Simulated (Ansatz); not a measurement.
# NaVSe3 (model cell, started as cubic perovskite with V in the octahedra): a soft mode frozen in

Which phase does NaVSe3 (model cell, started as cubic perovskite with V in the octahedra) fall into along its unstable mode, and how much energy does it gain?

Calculated with Ansatz 0.2.0; DFT PBE, scalar-relativistic, plane waves, PAW.

The structure was built from a prototype and need not be the compound's stable phase.

### 1. The starting structure

It takes space group Pm-3m (No. 221, cubic). The conventional cell has a = 4.899 Å, b = 4.899 Å, c = 4.899 Å, α = 90.00°, β = 90.00°, γ = 90.00°. Nearest to Na lie 12 Se at 3.46 Å. Nearest to V lie 6 Se at 2.45 Å. Se has 2 V at 2.45 Å and 4 Na at 3.46 Å nearest. Farther neighbours and most contacts between anions are not listed.

### 2. Phonons on a q mesh

The cell comes from relaxations at this level that are not shown. Stability and thermal properties need the whole zone. Linear response on a 2×2×2 q mesh gives force constants as far as a supercell of that size would.

Contents of input.yaml:

```yaml
crystal:
  lattice:
    - [4.8990130555, 0.0, 0.0]
    - [0.0, 4.8990130555, 0.0]
    - [0.0, 0.0, 4.8990130555]
  atoms:
    - { symbol: Na, position: [0.0, 0.0, 0.0] }
    - { symbol: V, position: [0.5, 0.5, 0.5] }
    - { symbol: Se, position: [0.5, 0.5, 0.0] }
    - { symbol: Se, position: [0.5, 0.0, 0.5] }
    - { symbol: Se, position: [0.0, 0.5, 0.5] }
kpoints:
  mp_grid: { grid: [6, 6, 6] }
hamiltonian:
  xc: pbe
scf:
  occupations: { method: methfessel_paxton, width: 0.15 }
output:
  eigenvalues: true
phonons:
  method: dfpt
  qmesh: [2, 2, 2]
  temperatures: { t_max: 1000, t_step: 50 }
  qpath:
    path:
      - [[0.0, 0.0, 0.0], [0.0, 0.5, 0.0], [0.5, 0.5, 0.0], [0.0, 0.0, 0.0], [0.5, 0.5, 0.5], [0.0, 0.5, 0.0]]
      - [[0.5, 0.5, 0.5], [0.5, 0.5, 0.0]]
    npoints: 10
```

On the command line:

```bash
ansatz run input.yaml --threads 8 --pin off --max-ram 14336MiB --backend cpu --events-out ev --progress --plain --runs-dir out
```

Numbers of over 12 decimals in the logs are rounded to 6 here.

The program printed:

```text
Engine: ansatz 0.2.0, aarch64-unknown-linux-gnu
Pseudopotentials: kind: paw
Pseudopotential: Na, paw, valence charge 9, recommended cutoff 420 eV (normal), Na.paw.azcp
Pseudopotential: V, paw, valence charge 13, recommended cutoff 420 eV (normal), V.paw.azcp
Pseudopotential: Se, paw, valence charge 16, recommended cutoff 420 eV (normal), Se.paw.azcp
Functional definition: PBE
  parameter kappa = 0.804
  parameter beta = 0.066725
  exchange = pbe_x(kappa = kappa, mu = beta*pi^2/3)
  correlation = pbe_c(beta = beta)
Crystal: 5 atoms, lattice volume = 117.578 Å³
Basis set: ecut = 420 eV, 2325 PW (Γ), exchange–correlation on 72×72×72 points (8 copies of the dense FFT grid, shifted against one another)
Bands: 42, of which v1, the nominal top of the filled ones, is band 35 counted from 1 (34 counted from 0)
Symmetry: 48 space group operations
k-points: 20 of 216
Non-local potential: Na, projectors of the file, l = 0: 3, l = 1: 2, l = 2: 1
Non-local potential: V, projectors of the file, l = 0: 3, l = 1: 2, l = 2: 3, l = 3: 1
Non-local potential: Se, projectors of the file, l = 0: 2, l = 1: 2, l = 2: 3, l = 3: 1
PAW form: soft (Blöchl's): semilocal exchange-correlation on the pseudo side does not see the compensation charge
PAW one-centre angular grid: Na, 110 points (default); XC on 64 Gauss nodes
PAW one-centre angular grid: V, 590 points (default); XC on 64 Gauss nodes
PAW one-centre angular grid: Se, 590 points (default); XC on 64 Gauss nodes
Initial density: superposition of atomic densities (neutral atoms: chi_scale 0, normalization atom), corrected by the library's trained network
Initial wavefunctions: pseudopotential atomic-orbital guess
Functional: x = pbe(κ = 0.804, μ = 0.219515), c = pbe(β = 0.066725)
SCF iter   1: F=—  HF=-20808.359878 eV  |F-HF|=—  |Δ(HF+E_count)|=         —  Δρ=5.90e-3  dr2=7.25e-2  ethr=1.77e-3  ⟨swp⟩=5.7  Hψ=2921  notcnv=0
preconditioner: auto → LDOS  [metal: Δε(μ)=0.007 eV  Ē_g=7.420 eV  σ=0.150 eV  W_gap=0.04  n_scr=26 (ndim 8)  ℏωp=16.8 eV  f_vac=0.121  D(μ)=7.97/eV (n_scr^D=80)  β→1.0]
SCF iter   2: F=—  HF=-20808.357994 eV  |F-HF|=—  |Δ(HF+E_count)|=   1.88e-3  S|Δr|=    0.00e0  Δρ=1.95e-3  dr2=5.30e-3  ethr=1.04e-4  ⟨swp⟩=1.1  Hψ=1003  notcnv=0
SCF iter   3: F=—  HF=-20808.358125 eV  |F-HF|=—  |Δ(HF+E_count)|=   1.31e-4  S|Δr|=    0.00e0  Δρ=8.55e-4  dr2=7.70e-4  ethr=7.57e-6  ⟨swp⟩=2.0  Hψ=1139  notcnv=0
SCF iter   4: F=—  HF=-20808.358057 eV  |F-HF|=—  |Δ(HF+E_count)|=   6.80e-5  S|Δr|=    0.00e0  Δρ=1.27e-4  dr2=2.42e-5  ethr=1.10e-6  ⟨swp⟩=1.5  Hψ=856  notcnv=0
SCF iter   5: F=—  HF=-20808.358059 eV  |F-HF|=—  |Δ(HF+E_count)|=   1.84e-6  S|Δr|=    0.00e0  Δρ=4.98e-5  dr2=4.68e-6  ethr=3.46e-8  ⟨swp⟩=2.0  Hψ=1160  notcnv=0
SCF iter   6: F=—  HF=-20808.358061 eV  |F-HF|=—  |Δ(HF+E_count)|=   2.66e-6  S|Δr|=    0.00e0  Δρ=1.55e-5  dr2=5.92e-7  ethr=6.68e-9  ⟨swp⟩=2.1  Hψ=1476  notcnv=0
SCF iter   7: F=—  HF=-20808.358061 eV  |F-HF|=—  |Δ(HF+E_count)|=   1.02e-7  S|Δr|=    0.00e0  Δρ=3.23e-6  dr2=1.25e-8  ethr=8.45e-10  ⟨swp⟩=2.2  Hψ=1549  notcnv=0
SCF iter   8: F=—  HF=-20808.358061 eV  |F-HF|=—  |Δ(HF+E_count)|=   2.41e-9  S|Δr|=    0.00e0  Δρ=3.46e-6  dr2=2.08e-8  ethr=1.79e-11  ⟨swp⟩=2.0  Hψ=1089  notcnv=0
SCF iter   9: F=—  HF=-20808.358061 eV  |F-HF|=—  |Δ(HF+E_count)|=  9.02e-10  S|Δr|=    0.00e0  Δρ=3.43e-7  dr2=2.28e-10  ethr=1.79e-11  ⟨swp⟩=1.3  Hψ=846  notcnv=0
SCF iter  10: F=-20808.358061 eV  HF=-20808.358061 eV  |F-HF|=7.28e-12  |Δ(HF+E_count)|=    0.00e0  S|Δr|=    0.00e0  Δρ=1.40e-8  dr2=1.57e-13  ethr=1.00e-12  ⟨swp⟩=4.5  Hψ=3588  notcnv=0
SCF 1 converged in 10 iterations: F = -20808.358061 eV  dr2 = 1.57e-13
  greatest PAW one-centre occupation: 1.000 electrons in one spin orbital (limit 2), on the Se atom at site 2 (counted from 0), in its partial waves of l = 2
Initial density: read from a saved state, or passed on in memory by an earlier SCF of this step, an earlier step, the calling program or the single point that the run made first
iter 1 solved again at ethr=2.65e-7 eV; its pass at ethr=3.10e-3 eV (dr2=1.86e-4 eV) is discarded
SCF iter   1: F=—  HF=-20808.358066 eV  |F-HF|=—  |Δ(HF+E_count)|=         —  Δρ=5.83e-7  dr2=1.49e-10  ethr=2.65e-7  ⟨swp⟩=3.0  Hψ=4745  notcnv=0
eigensolver tolerance schedule: the retry pair's looser diagonalisation over-reported the residual by 1244441.38 of it (diagonalisation noise at an unbounded share of the residual, at the tolerance the schedule requests for it); recorded, not acted on — ethr = c·dr2/N_el stays at c = 1.0e-1
preconditioner: auto → LDOS  [metal: Δε(μ)=0.005 eV  Ē_g=7.409 eV  σ=0.150 eV  W_gap=0.03  n_scr=26 (ndim 8)  ℏωp=16.8 eV  f_vac=0.119  D(μ)=8.37/eV (n_scr^D=80)  β→1.0]
SCF iter   2: F=—  HF=-20808.358061 eV  |F-HF|=—  |Δ(HF+E_count)|=   4.23e-6  S|Δr|=    0.00e0  Δρ=5.90e-7  dr2=1.61e-10  ethr=1.00e-12  ⟨swp⟩=3.8  Hψ=2293  notcnv=0
SCF iter   3: F=—  HF=-20808.358061 eV  |F-HF|=—  |Δ(HF+E_count)|=  4.73e-11  S|Δr|=    0.00e0  Δρ=3.08e-7  dr2=3.72e-11  ethr=1.00e-12  ⟨swp⟩=2.0  Hψ=1483  notcnv=0
SCF iter   4: F=—  HF=-20808.358061 eV  |F-HF|=—  |Δ(HF+E_count)|=    0.00e0  S|Δr|=    0.00e0  Δρ=2.27e-7  dr2=2.10e-11  ethr=1.00e-12  ⟨swp⟩=1.0  Hψ=840  notcnv=0
SCF iter   5: F=-20808.358061 eV  HF=-20808.358061 eV  |F-HF|=7.28e-12  |Δ(HF+E_count)|=  3.64e-12  S|Δr|=    0.00e0  Δρ=1.30e-7  dr2=7.31e-12  ethr=1.00e-12  ⟨swp⟩=1.2  Hψ=1790  notcnv=0
SCF 2 converged in 5 iterations: F = -20808.358061 eV  dr2 = 7.31e-12
  greatest PAW one-centre occupation: 1.000 electrons in one spin orbital (limit 2), on the Se atom at site 4 (counted from 0), in its partial waves of l = 2
phonons: the bands overlap, so this run is a metal and interpolates without the dipole-dipole term. If the crystal is really an insulator or semiconductor, its LO-TO splitting is missing
NSCF: frozen V_eff on 20 k-points
WARN: eigensolver did not converge in 2 slots of this pass, the one above among them; of largest residual over every band (k=4): 1 band(s) unlocked (lowest unlocked band 41, counted from 0; max residual 2.67e-4 eV among the unlocked bands, 2.67e-4 eV over every band); of lowest unlocked band (k=4): band 41
NSCF: frozen V_eff on 64 k-points
DFPT response loops at q = (0, 0, 0) (fractional): preconditioner auto → Kerker (q_TF=auto, 2.502 Å⁻¹) (partly filled bands, converged f_vac=0.119); β = 1.00, the filter's whole step (`scf.mixing.beta` (0.50) is not read by the response loops under this deck's `scf.mixing.preconditioner`; to damp them name `kerker` or `kerker_dos`, under which they read `scf.mixing.beta`, and type it under 1.00, their step now; both keys bind the ground state too); Broyden in place of MSR1
NSCF: frozen V_eff on 128 k-points
DFPT response loops at q = (0, 0, -0.5) (fractional): mixed as the last ones told, above
NSCF: frozen V_eff on 128 k-points
DFPT response loops at q = (0, -0.5, -0.5) (fractional): mixed as the last ones told, above
NSCF: frozen V_eff on 128 k-points
DFPT response loops at q = (-0.5, -0.5, -0.5) (fractional): mixed as the last ones told, above
SCF converged after 10 iterations
Stability not checked: this state was not tested for a lower state beside it, because cold or Methfessel-Paxton smearing, or corrected tetrahedra, fill the levels in a way that the test cannot read (fill_not_monotonic; see scf.lower_state_search)
Free energy (F): -20808.358061 eV
Harris-Foulkes:  -20808.358061 eV  (|F-HF|=7.28e-12)
Internal energy: -20808.341253 eV  (E = F + TS)
E sigma→0 (E₀):  -20808.353859 eV
Entropy (-TS):   -0.016808 eV (-3.362 meV/atom)
Fermi energy:    7.540076 eV
Step filling:    the computed levels leave a gap of 0.0032 eV = 0.0 smearing widths at the electron count; against every level under it full and every level over it empty, smearing changes F+E_penalty+E_count by -11.479 meV and its σ→0 estimate by -7.277 meV
--- Per-component energies (eV) ---
  E_band       = -1637.040991
  E_kinetic    = 811.806228
  E_local      = -10477.733814  (includes V_loc(G=0)·N_el)
  E_nonlocal   = -1718.919403
  E_hartree    = 4918.267677
  E_xc         = -481.589583
  E_vxc        = -509.343876  (∫ρ·V_xc dr)
  E_paw        = -7108.908111  (= ΣΔE_a)
  E_vpaw       = 420.616005  (= ΣTr[D̂ρ^β])
  E_aug_tail   = -0.001485  (compensation charges beyond the density's cutoff)
  E_ewald      = -6751.262762
  E_smearing   = -0.016808  (= −TS)
  E_closure    = -0.000000  (closes the sum)
  Σ components = -20808.358061   (vs F -20808.358061, Δ=0.00e0)
--- Band table (eV; the first three rows and the last of 20) ---
  k-point 0: bands = [... 31 lower, 6.4845, 6.6704, 6.6704, 6.6704, 7.3001, 7.3001, 7.3001, 7.7458, ... 3 higher]
  k-point 1: bands = [... 31 lower, 6.2824, 6.3174, 6.6768, 6.9563, 6.9563, 7.6627, 7.6627, 7.7518, ... 3 higher]
  k-point 2: bands = [... 31 lower, 5.2188, 6.0232, 6.6896, 7.0219, 7.0219, 7.7597, 8.1725, 8.1725, ... 3 higher]
  k-point 19: bands = [... 31 lower, 3.7513, 8.0645, 8.0645, 8.0645, 8.1941, 8.1941, 8.1941, 9.7299, ... 3 higher]
--- Phonons (Γ-DFPT): 4 representative perturbations + reference (Σ response iterations 12) ---
  ASR residual: 3.770e-5 → 0.000e0 eV/Å²; symmetrization residual: 6.735e-6 eV/Å²
  ASR residual per site (eV/Å²): 3.77e-5 9.28e-6 1.64e-5 1.64e-5 1.64e-5
  Γ frequencies (cm⁻¹): -143.71 -143.71 -143.71 -26.97 -26.97 -26.97 0.00 0.00 0.00 34.50 34.50 34.50 198.53 198.53 198.53
--- Phonons (arbitrary-q DFPT): 4 irreducible q on the 2×2×2 mesh ---
  q = [0.0000, 0.0000, 0.0000] (star 1, of the zone-centre solve; hermiticity 1.65e-6, symmetrization 1.32e-11): -143.71 -143.71 -143.71 -26.97 -26.97 -26.97 -0.00 0.00 0.00 34.50 34.50 34.50 198.53 198.53 198.53
  q = [0.0000, 0.0000, -0.5000] (star 3, 9 solved perturbations in 504 linear systems a pass and spin channel, the states on 64 of 216 k-point pairs; hermiticity 7.55e-7, symmetrization 2.91e-12): -128.80 -128.80 -11.34 -11.34 31.97 33.17 33.17 40.44 45.11 77.75 77.75 110.09 190.09 190.09 204.56
  q = [0.0000, -0.5000, -0.5000] (star 3, 9 solved perturbations in 504 linear systems a pass and spin channel, the states on 64 of 216 k-point pairs; hermiticity 7.03e-7, symmetrization 2.96e-12): -107.17 -69.47 -61.59 -50.03 -50.03 33.61 45.83 45.83 78.09 78.09 120.90 129.73 129.73 180.91 227.83
  q = [-0.5000, -0.5000, -0.5000] (star 1, 4 solved perturbations in 184 linear systems a pass and spin channel, the states on 64 of 216 k-point pairs; hermiticity 2.88e-7, symmetrization 1.14e-11): -146.43 -146.43 -60.73 -60.73 -60.73 39.29 39.29 39.29 117.06 117.06 117.06 122.19 122.19 122.19 249.25
  sum rule: each row above includes the acoustic sum rule's correction from the zone centre's row sums; it moved no ω² by more than (0.67 cm⁻¹)²
  mesh force constants: q→R imaginary residual 3.98e-18; ASR residual 3.770e-5 → 0.000e0 eV/Å²; symmetrization residual 9.770e-15 eV/Å²
  interpolated dispersion: 62 rows × 15 modes
  density of states and harmonic sums: on the 14×14×14 q-mesh, interpolated from the force constants of a 2×2×2 supercell (no non-analytic term)
  largest difference from the sums on the solved wave vectors: F 5.02e-2 eV, S 7.97e-5 and C_V 2.92e-5 eV/K
  zero-point energy: 0.060153 eV/cell   skipped modes (ω ≤ 0): 655, of them read as no rigid motion or as one in doubt: 652 (5.464e0 modes/cell left out, lowest -146.43 cm⁻¹)   left out of the sums: 3.64e-1 of the cell's modes: C_V's classical limit lies that fraction below 3 k_B per atom; for a crystal, a wire or a layer, F and S can be off by more, and a phonons.interpolated_qmesh denser along its periods is the remedy for the sampling
```

The job ended after 6.6 min (8 threads of Arm Neoverse N1, shared host; peak memory 1.4 GiB; 28 min of CPU time).

This run has no spin polarisation, although V can carry a moment.

Numbers from this step:

```
volume per atom                                         : 23.52 Å³
gap on the k-mesh                                       : 0 eV
sum-rule residual before enforcement                    : 3.77e-5 eV/Å²
lowest frequency on the path                            : -146.4 cm⁻¹
point group                                             : m-3m
highest frequency on the path or at a solved wavevector : 249.6 cm⁻¹
highest optical mode at the zone centre (no LO-TO term) : 198.5 cm⁻¹
lowest optical zone-centre mode                         : -143.7 cm⁻¹
lowest mode on the q mesh (acoustic modes at Γ apart)   : -146.4 cm⁻¹
```

Frequencies (cm⁻¹) solved at each irreducible wavevector; negative means imaginary. Frequencies by wavevector, by row:

```csv
q in reciprocal lattice units,star,mode 1,mode 2,mode 3,mode 4,mode 13,mode 14,mode 15
0 0 0,1,-143.7,-143.7,-143.7,-27,198.5,198.5,198.5
0 0 -0.5,3,-128.8,-128.8,-11.3,-11.3,190.1,190.1,204.6
0 -0.5 -0.5,3,-107.2,-69.5,-61.6,-50,129.7,180.9,227.8
-0.5 -0.5 -0.5,1,-146.4,-146.4,-60.7,-60.7,122.2,122.2,249.2
```

Interpolated from a 2×2×2 q mesh. The phonon branches at the labelled points (cm⁻¹):

```csv
point,branch 1,branch 2,branch 3,branch 4,branch 12,branch 13,branch 14,branch 15
Γ,-144,-144,-144,-27,34,198,198,198
halfway,-136,-136,-90,-14,73,195,195,201
X,-129,-129,-11,-11,110,190,190,205
halfway,-117,-84,-45,-39,122,128,186,226
M,-107,-70,-62,-50,130,130,181,228
halfway,-126,-88,-85,-43,96,158,191,220
Γ,-144,-144,-144,-27,34,198,198,198
halfway,-77,-77,-77,-49,105,146,146,238
R,-146,-146,-61,-61,122,122,122,249
halfway,-80,-66,-56,-46,116,125,129,244
X,-129,-129,-11,-11,110,190,190,205
jump to R,-146,-146,-61,-61,122,122,122,249
halfway,-115,-81,-61,-43,122,126,126,248
M,-107,-70,-62,-50,130,130,181,228
```

Symmetry leaves 4 wavevectors to solve. The lowest mode among them, the acoustic zeros apart, lies at q = (-0.5, -0.5, -0.5) and is imaginary, 146.4i cm⁻¹, so the energy falls along it.

### 3. The mode frozen in, largest atomic shift 0 Å

The mode followed lies at q = (-0.5, -0.5, -0.5) with frequency 146.4i cm⁻¹ and is 2-fold degenerate, the softest among the wavevectors solved. At small amplitude the distorted cell has space group no. 139 by a symmetry search on the positions. The undistorted cell that holds it gives the zero of energy on the same k mesh.

System of this step: NaVSe3 (model cell, started as cubic perovskite with V in the octahedra). The structure is cubic, space group Pm-3m (No. 221). The conventional cell has a = 4.899 Å, b = 4.899 Å, c = 4.899 Å, α = 90.00°, β = 90.00°, γ = 90.00°. Na has 12 Se at 3.46 Å nearest. Nearest to V lie 6 Se at 2.45 Å. Nearest to Se lie 2 V at 2.45 Å and 4 Na at 3.46 Å. Farther neighbours and most contacts between anions are not listed.

Contents of input.yaml:

```yaml
crystal:
  lattice:
    - [4.8990130555, 4.8990130555, 0.0]
    - [4.8990130555, 0.0, 4.8990130555]
    - [4.8990130555, 0.0, -4.8990130555]
  atoms:
    - { symbol: Na, position: [0.0, 0.0, 1.0] }
    - { symbol: Na, position: [0.0, 0.5, 0.5] }
    - { symbol: V, position: [0.5, 0.25, 0.75] }
    - { symbol: V, position: [0.5, 0.75, 0.25] }
    - { symbol: Se, position: [0.5, 0.5, 0.5] }
    - { symbol: Se, position: [0.5, 0.0, 0.0] }
    - { symbol: Se, position: [0.0, 0.5, 0.0] }
    - { symbol: Se, position: [0.0, 0.0, 0.5] }
    - { symbol: Se, position: [0.5, 0.5, 0.0] }
    - { symbol: Se, position: [0.5, 0.0, 0.5] }
kpoints:
  mp_grid: { grid: [6, 6, 6] }
hamiltonian:
  xc: pbe
scf:
  occupations: { method: methfessel_paxton, width: 0.15 }
output:
  forces: true
  stress: true
  eigenvalues: true
```

The program printed:

```text
[...]
Crystal: 10 atoms, lattice volume = 235.156 Å³
Basis set: ecut = 420 eV, 4645 PW (Γ), exchange–correlation on 96×96×96 points (8 copies of the dense FFT grid, shifted against one another)
Bands: 84, of which v1, the nominal top of the filled ones, is band 70 counted from 1 (69 counted from 0)
Symmetry: 96 space group operations
[...]
k-points: 16 of 216
[...]
k-point 0: bands = [... 66 lower, 6.6809, 7.3015, 7.3015, 7.3015, 7.7555, 7.7555, 8.0617, 8.0617, ... 10 higher]
  k-point 1: bands = [... 66 lower, 6.8582, 7.2158, 7.2158, 7.3138, 7.8075, 7.8075, 7.9215, 8.1128, ... 10 higher]
  k-point 2: bands = [... 66 lower, 6.8029, 7.2526, 7.2526, 7.4495, 7.5740, 7.5895, 7.5895, 7.9060, ... 10 higher]
  k-point 15: bands = [... 66 lower, 6.0328, 6.3675, 6.4993, 7.5431, 7.6579, 8.1407, 8.1591, 8.2002, ... 10 higher]
[key lines of the parts left out:]
SCF converged after 7 iterations
Free energy (F): -41616.869163 eV
Fermi energy:    7.545768 eV
P = ⅓ Tr σ = -0.1606 GPa (-1.606 kbar)
```

It took 7.2 s on 8 threads; peak memory 1.2 GiB; 34 s of CPU time.

This step gave:

| Quantity | Value |
| --- | --- |
| pressure | -0.1606 GPa |
| energy from the undistorted cell | 0 meV/atom |

The run ends at a pressure of -0.16 GPa.

### 4. The mode frozen in, largest atomic shift 0.08 Å

The atoms are moved along the unstable eigenvector, the largest shift by 0.08 Å, with the cell fixed.

Contents of input.yaml:

```yaml
crystal:
  lattice:
    - [4.8990130555, 4.8990130555, 0.0]
    - [4.8990130555, 0.0, 4.8990130555]
    - [4.8990130555, 0.0, -4.8990130555]
  atoms:
    - { symbol: Na, position: [0.0, 0.0, 1.0] }
    - { symbol: Na, position: [0.0, 0.5, 0.5] }
    - { symbol: V, position: [0.5, 0.25, 0.75] }
    - { symbol: V, position: [0.5, 0.75, 0.25] }
    - { symbol: Se, position: [0.5, 0.4959175451, 0.5040824549] }
    - { symbol: Se, position: [0.5, 0.0040824549, -0.0040824549] }
    - { symbol: Se, position: [-0.0163298197, 0.5081649099, 0.0081649099] }
    - { symbol: Se, position: [0.0163298197, -0.0081649099, 0.4918350901] }
    - { symbol: Se, position: [0.5, 0.4959175451, -0.0040824549] }
    - { symbol: Se, position: [0.5, 0.0040824549, 0.5040824549] }
kpoints:
  mp_grid: { grid: [6, 6, 6] }
hamiltonian:
  xc: pbe
scf:
  occupations: { method: methfessel_paxton, width: 0.15 }
output:
  forces: true
  stress: true
  eigenvalues: true
```

The program printed:

```text
[...]
Crystal: 10 atoms, lattice volume = 235.156 Å³
Basis set: ecut = 420 eV, 4645 PW (Γ), exchange–correlation on 96×96×96 points (8 copies of the dense FFT grid, shifted against one another)
Bands: 84, of which v1, the nominal top of the filled ones, is band 70 counted from 1 (69 counted from 0)
Symmetry: 16 space group operations
[...]
k-points: 30 of 216
[...]
k-point 0: bands = [... 66 lower, 6.6869, 7.3035, 7.3127, 7.3127, 7.7429, 7.7610, 8.0765, 8.1074, ... 10 higher]
  k-point 1: bands = [... 66 lower, 6.8648, 7.1722, 7.1917, 7.2952, 7.8382, 7.8731, 7.9672, 8.1156, ... 10 higher]
  k-point 2: bands = [... 66 lower, 6.7946, 7.1603, 7.2393, 7.4862, 7.5069, 7.6281, 7.7266, 7.9147, ... 10 higher]
  k-point 29: bands = [... 66 lower, 5.8959, 6.7115, 7.0542, 7.0542, 7.7775, 8.0373, 8.1182, 8.2749, ... 10 higher]
[key lines of the parts left out:]
SCF converged after 8 iterations
Free energy (F): -41616.880133 eV
Fermi energy:    7.558934 eV
P = ⅓ Tr σ = 0.1316 GPa (1.316 kbar)
```

Run time: 16 s. Hardware: 8 threads; peak memory 1.3 GiB; 65 s of CPU time.

Numbers from this step:

```
pressure                         : 0.1316 GPa
energy from the undistorted cell : -1.399 meV/atom
```

The energy, extrapolated to zero smearing, is -1.40 meV/atom against the undistorted cell.

The run ends at a pressure of 0.13 GPa, with forces up to 0.026 eV/Å.

[end of part 1 of 2]

[Logs are printed without paths, hosts, clocks, repeated set-up lines and the standing remarks that a program may print on its own settings, such as how far it seeks lower states.]

[Hosts, paths, dates, database ids (printed as entryN), source tags and the programs' standing remarks are cut or masked in the printed files.]
